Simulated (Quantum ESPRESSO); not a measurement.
# Dielectric function and optical constants of CuI (Marshite)

Aim: the dielectric function of CuI (Marshite), and the optical constants that follow from it. The cell comes from an older database entry, whose edges can differ from later determinations, mostly by under a per cent.

Method: DFT, PBE, plane waves with norm-conserving potentials (PseudoDojo), scalar-relativistic, independent-particle optical response without local fields and without the non-local commutator, in Quantum ESPRESSO 7.5.

The database entry behind the starting cell differs from later determinations by our own check (about 0.15 % long (mineral sample)), so it need not match the best structure at ambient conditions.

In doubt: a PseudoDojo file used here is known to give poor structures and forces, which bears on pressures, cells, forces and phonons.

## Step 1: Starting point

Symmetry: F-43m, No. 216, cubic system. The conventional cell has a = 6.063 Å, b = 6.063 Å, c = 6.063 Å, α = 90.00°, β = 90.00°, γ = 90.00°. I has 4 Cu at 2.63 Å nearest. Cu has 4 I at 2.63 Å nearest. Farther neighbours and most contacts between anions are not listed.

## Step 2: Ground state

The self-consistent density comes first; it also tells whether there is a gap, which decides the occupations and the need for a Drude term.

This step: DFT, PBE, plane waves with norm-conserving potentials (PseudoDojo), scalar-relativistic, ground state (Quantum ESPRESSO 7.5).

Input file scf.in:

```
&control
  calculation = 'scf'
  prefix = 'x'
  outdir = './tmp'
  pseudo_dir = './'
  verbosity = 'high'
/
&system
  ibrav = 0
  nat = 2
  ntyp = 2
  ecutwfc = 90
  occupations = 'smearing'
  smearing = 'fd'
  degauss = 0.003675
  nbnd = 17
/
&electrons
  conv_thr = 1e-09
  electron_maxstep = 100
/
ATOMIC_SPECIES
  I 1.0 I.upf
  Cu 1.0 Cu.upf
CELL_PARAMETERS angstrom
  0.000000000000 3.031500000000 3.031500000000
  3.031500000000 0.000000000000 3.031500000000
  3.031500000000 3.031500000000 0.000000000000
ATOMIC_POSITIONS crystal
  I 0.000000000000 0.000000000000 0.000000000000
  Cu 0.750000000000 0.750000000000 0.750000000000
K_POINTS automatic
  6 6 6 0 0 0
```

Started as:

```sh
$ mpirun -n 4 pw.x -nk 4 -in scf.in
```

Log:

```text
for quantum simulation of materials; please cite

     using ibrav=0 with symmetry is DISCOURAGED, use correct ibrav instead

     G-vector sticks info
     --------------------
     sticks:   dense  smooth     PW     G-vecs:    dense   smooth      PW
     Sum        1639    1639    463                43599    43599    6615

     Using Slab Decomposition

     bravais-lattice index     =            0
     lattice parameter (alat)  =       8.1016  a.u.
     unit-cell volume          =     376.0099 (a.u.)^3
     number of atoms/cell      =            2
     number of atomic types    =            2
     number of electrons       =        26.00
     number of Kohn-Sham states=           17
     kinetic-energy cutoff     =      90.0000  Ry
     charge density cutoff     =     360.0000  Ry
     scf convergence threshold =      1.0E-09
     mixing beta               =       0.7000
     number of iterations used =            8  plain     mixing
     Exchange-correlation= PBE
                           (   1   4   3   4   0   0   0)

     celldm(1)=   8.101612  celldm(2)=   0.000000  celldm(3)=   0.000000
     celldm(4)=   0.000000  celldm(5)=   0.000000  celldm(6)=   0.000000

     crystal axes: (cart. coord. in units of alat)
               a(1) = (   0.000000   0.707107   0.707107 )
               a(2) = (   0.707107   0.000000   0.707107 )
               a(3) = (   0.707107   0.707107   0.000000 )

     reciprocal axes: (cart. coord. in units 2 pi/alat)
               b(1) = ( -0.707107  0.707107  0.707107 )
               b(2) = (  0.707107 -0.707107  0.707107 )
               b(3) = (  0.707107  0.707107 -0.707107 )

     ./I.upf
     Pseudo is Norm-conserving + core correction, Zval =  7.0
     Generated using ONCVPSP code by D. R. Hamann
     Using radial grid of 1196 points,  6 beta functions with:
                l(1) =   0
                l(2) =   0
                l(3) =   1
                l(4) =   1
                l(5) =   2
                l(6) =   2

     ./Cu.upf
     Pseudo is Norm-conserving + core correction, Zval = 19.0
     Generated using ONCVPSP code by D. R. Hamann
     Using radial grid of 1492 points,  6 beta functions with:
                l(1) =   0
                l(2) =   0
                l(3) =   1
                l(4) =   1
                l(5) =   2
                l(6) =   2

     atomic species   valence    mass     pseudopotential
     I                 7.00     1.00000     I ( 1.00)
     Cu               19.00     1.00000     Cu( 1.00)

     24 Sym. Ops. (no inversion) found

                                    s                        frac. trans.

     [... symmetry matrices left out ...]
   Cartesian axes

     site n.     atom                  positions (alat units)
         1        I      tau(   1) = (   0.0000000   0.0000000   0.0000000  )
         2        Cu     tau(   2) = (   1.0606602   1.0606602   1.0606602  )

   Crystallographic axes

     site n.     atom                  positions (cryst. coord.)
         1        I      tau(   1) = (  0.0000000  0.0000000  0.0000000  )
         2        Cu     tau(   2) = (  0.7500000  0.7500000  0.7500000  )

     number of k points=    16  Fermi-Dirac smearing, width (Ry)=  0.0037
                       cart. coord. in units 2pi/alat
        k(    1) = (   0.0000000   0.0000000   0.0000000), wk =   0.0092593
        k(    2) = (   0.1178511   0.1178511  -0.1178511), wk =   0.0740741
        k(    3) = (   0.2357023   0.2357023  -0.2357023), wk =   0.0740741
        k(    4) = (  -0.3535534  -0.3535534   0.3535534), wk =   0.0370370
        k(    5) = (   0.2357023   0.0000000  -0.0000000), wk =   0.0555556
        k(    6) = (   0.3535534   0.1178511  -0.1178511), wk =   0.2222222
        k(    7) = (  -0.2357023  -0.4714045   0.4714045), wk =   0.2222222
        k(    8) = (  -0.1178511  -0.3535534   0.3535534), wk =   0.2222222
        k(    9) = (   0.0000000  -0.2357023   0.2357023), wk =   0.1111111
        k(   10) = (   0.4714045   0.0000000  -0.0000000), wk =   0.0555556
        k(   11) = (  -0.1178511  -0.5892557   0.5892557), wk =   0.2222222
        k(   12) = (  -0.0000000  -0.4714045   0.4714045), wk =   0.1111111
        k(   13) = (  -0.7071068   0.0000000   0.0000000), wk =   0.0277778
        k(   14) = (  -0.2357023  -0.4714045   0.7071068), wk =   0.2222222
        k(   15) = (  -0.1178511  -0.3535534   0.5892557), wk =   0.2222222
        k(   16) = (  -0.7071068   0.2357023   0.0000000), wk =   0.1111111

                       cryst. coord.
[...]
k(    9) = (   0.0000000   0.1666667  -0.1666667), wk =   0.1111111
        k(   10) = (  -0.0000000   0.3333333   0.3333333), wk =   0.0555556
        k(   11) = (   0.0000000   0.3333333  -0.5000000), wk =   0.2222222
        k(   12) = (   0.0000000   0.3333333  -0.3333333), wk =   0.1111111
        k(   13) = (   0.0000000  -0.5000000  -0.5000000), wk =   0.0277778
        k(   14) = (   0.1666667   0.3333333  -0.5000000), wk =   0.2222222
        k(   15) = (   0.1666667   0.3333333  -0.3333333), wk =   0.2222222
        k(   16) = (   0.1666667  -0.5000000  -0.3333333), wk =   0.1111111

     Dense  grid:    43599 G-vectors     FFT dimensions: (  50,  50,  50)

     Initial potential from superposition of free atoms

     starting charge      25.9996, renormalised to      26.0000
     Starting wfcs are   14 randomized atomic wfcs +    3 random wfcs

     Self-consistent Calculation

     iteration #  1     ecut=    90.00 Ry     beta= 0.70
     Davidson diagonalization with overlap

            64 MiB given to the printing process from OS
            35 MiB allocation reported by mallinfo(arena+hblkhd)
------------------
     ethr =  1.00E-02,  avg # of iterations =  4.8

     Threshold (ethr) on eigenvalues was too large:
     Diagonalizing with lowered threshold

     Davidson diagonalization with overlap

            72 MiB given to the printing process from OS
            39 MiB allocation reported by mallinfo(arena+hblkhd)
------------------
     ethr =  2.51E-04,  avg # of iterations =  2.4

     total energy              =    -405.07426399 Ry
     estimated scf accuracy    <       0.07041338 Ry

     iteration #  2     ecut=    90.00 Ry     beta= 0.70
     Davidson diagonalization with overlap

            84 MiB given to the printing process from OS
            47 MiB allocation reported by mallinfo(arena+hblkhd)
------------------
     ethr =  2.71E-04,  avg # of iterations =  3.0

     total energy              =    -405.08785017 Ry
     estimated scf accuracy    <       0.17186967 Ry

     iteration #  3     ecut=    90.00 Ry     beta= 0.70
     Davidson diagonalization with overlap

            86 MiB given to the printing process from OS
            49 MiB allocation reported by mallinfo(arena+hblkhd)
------------------
     ethr =  2.71E-04,  avg # of iterations =  2.3

     total energy              =    -405.11397430 Ry
     estimated scf accuracy    <       0.00131292 Ry

     iteration #  4     ecut=    90.00 Ry     beta= 0.70
     Davidson diagonalization with overlap

            87 MiB given to the printing process from OS
            50 MiB allocation reported by mallinfo(arena+hblkhd)
------------------
     ethr =  5.05E-06,  avg # of iterations =  3.9

     total energy              =    -405.11448125 Ry
     estimated scf accuracy    <       0.00061813 Ry

     iteration #  5     ecut=    90.00 Ry     beta= 0.70
     Davidson diagonalization with overlap

            89 MiB given to the printing process from OS
            51 MiB allocation reported by mallinfo(arena+hblkhd)
------------------
     ethr =  2.38E-06,  avg # of iterations =  2.0

     total energy              =    -405.11462944 Ry
     estimated scf accuracy    <       0.00001569 Ry

     iteration #  6     ecut=    90.00 Ry     beta= 0.70
     Davidson diagonalization with overlap

            90 MiB given to the printing process from OS
            53 MiB allocation reported by mallinfo(arena+hblkhd)
------------------
     ethr =  6.04E-08,  avg # of iterations =  2.2

     total energy              =    -405.11461988 Ry
     estimated scf accuracy    <       0.00002684 Ry

     iteration #  7     ecut=    90.00 Ry     beta= 0.70
     Davidson diagonalization with overlap

            91 MiB given to the printing process from OS
            54 MiB allocation reported by mallinfo(arena+hblkhd)
------------------
     ethr =  6.04E-08,  avg # of iterations =  2.0

     total energy              =    -405.11462491 Ry
     estimated scf accuracy    <       0.00000003 Ry

     iteration #  8     ecut=    90.00 Ry     beta= 0.70
     Davidson diagonalization with overlap

            93 MiB given to the printing process from OS
            55 MiB allocation reported by mallinfo(arena+hblkhd)
------------------
     ethr =  1.06E-10,  avg # of iterations =  4.7

     total energy              =    -405.11462494 Ry
     estimated scf accuracy    <       0.00000007 Ry

     iteration #  9     ecut=    90.00 Ry     beta= 0.70
     Davidson diagonalization with overlap

            94 MiB given to the printing process from OS
            57 MiB allocation reported by mallinfo(arena+hblkhd)
------------------
     ethr =  1.06E-10,  avg # of iterations =  2.0

     total energy              =    -405.11462494 Ry
     estimated scf accuracy    <       0.00000002 Ry

     iteration # 10     ecut=    90.00 Ry     beta= 0.70
     Davidson diagonalization with overlap

            95 MiB given to the printing process from OS
            58 MiB allocation reported by mallinfo(arena+hblkhd)
------------------
     ethr =  6.86E-11,  avg # of iterations =  2.0

     End of self-consistent calculation

          k = 0.0000 0.0000 0.0000 (  5521 PWs)   bands (ev):

  -104.6401 -62.0704 -62.0704 -62.0704  -7.2103   3.1884   3.1884   3.1884
     5.0150   5.0150   6.8517   6.8517   6.8517   7.9452  11.7114  11.7114
    11.7114

     occupation numbers
     1.0000   1.0000   1.0000   1.0000   1.0000   1.0000   1.0000   1.0000
     1.0000   1.0000   1.0000   1.0000   1.0000   0.0000   0.0000   0.0000
     0.0000

          k = 0.1179 0.1179-0.1179 (  5402 PWs)   bands (ev):

  -104.6401 -62.0704 -62.0704 -62.0704  -7.0854   2.6749   3.1966   3.1966
     5.0067   5.0067   5.9939   6.6596   6.6596   8.8758  11.7124  12.0641
    12.0641

     occupation numbers
     1.0000   1.0000   1.0000   1.0000   1.0000   1.0000   1.0000   1.0000
     1.0000   1.0000   1.0000   1.0000   1.0000   0.0000   0.0000   0.0000
     0.0000

          k = 0.2357 0.2357-0.2357 (  5429 PWs)   bands (ev):

  -104.6401 -62.0705 -62.0704 -62.0704  -6.8116   1.6940   3.2063   3.2063
     5.0195   5.0195   5.3160   6.3144   6.3144   9.0584  12.3240  12.3240
    13.2475

     occupation numbers
     1.0000   1.0000   1.0000   1.0000   1.0000   1.0000   1.0000   1.0000
     1.0000   1.0000   1.0000   1.0000   1.0000   0.0000   0.0000   0.0000
     0.0000

     [... further k points left out ...]

     the Fermi energy is     7.4289 ev

!    total energy              =    -405.11462494 Ry
     estimated scf accuracy    <          7.2E-11 Ry
     smearing contrib. (-TS)   =      -0.00000003 Ry
     internal energy E=F+TS    =    -405.11462491 Ry

     The total energy is F=E-TS. E is the sum of the following terms:
     one-electron contribution =    -351.57694182 Ry
     hartree contribution      =     183.84658340 Ry
     xc contribution           =     -54.69825709 Ry
     ewald contribution        =    -182.68600940 Ry

     convergence has been achieved in  10 iterations

     XML data file, charge density, pseudopotentials, collected wavefunctions

                                        0.00s GPU  (     177 calls)

=------------------------------------------------------------------------------=
   JOB DONE.
=------------------------------------------------------------------------------=
```

It took 7.6 s on 4 MPI ranks of Arm Neoverse V2, shared host; peak memory 0.09 GiB; 29 s of CPU time.

Numbers from this step:

- total energy: -405.1 Ry
- gap on the k-mesh: 1.093 eV
- direct gap on the mesh: 1.093 eV

There is a gap, 1.09 eV on this mesh (points off the mesh can give less), so no carriers' term is needed.

[end of part 1 of 3]

[Machine, clock, banner and «Message from routine» lines are left out of the logs.]

[Logs are printed without paths, hosts, clocks, repeated set-up lines and the standing remarks that a program may print on its own settings, such as how far it seeks lower states.]

[Hosts, paths, dates, database ids (printed as entryN), source tags and the programs' standing remarks are cut or masked in the printed files.]
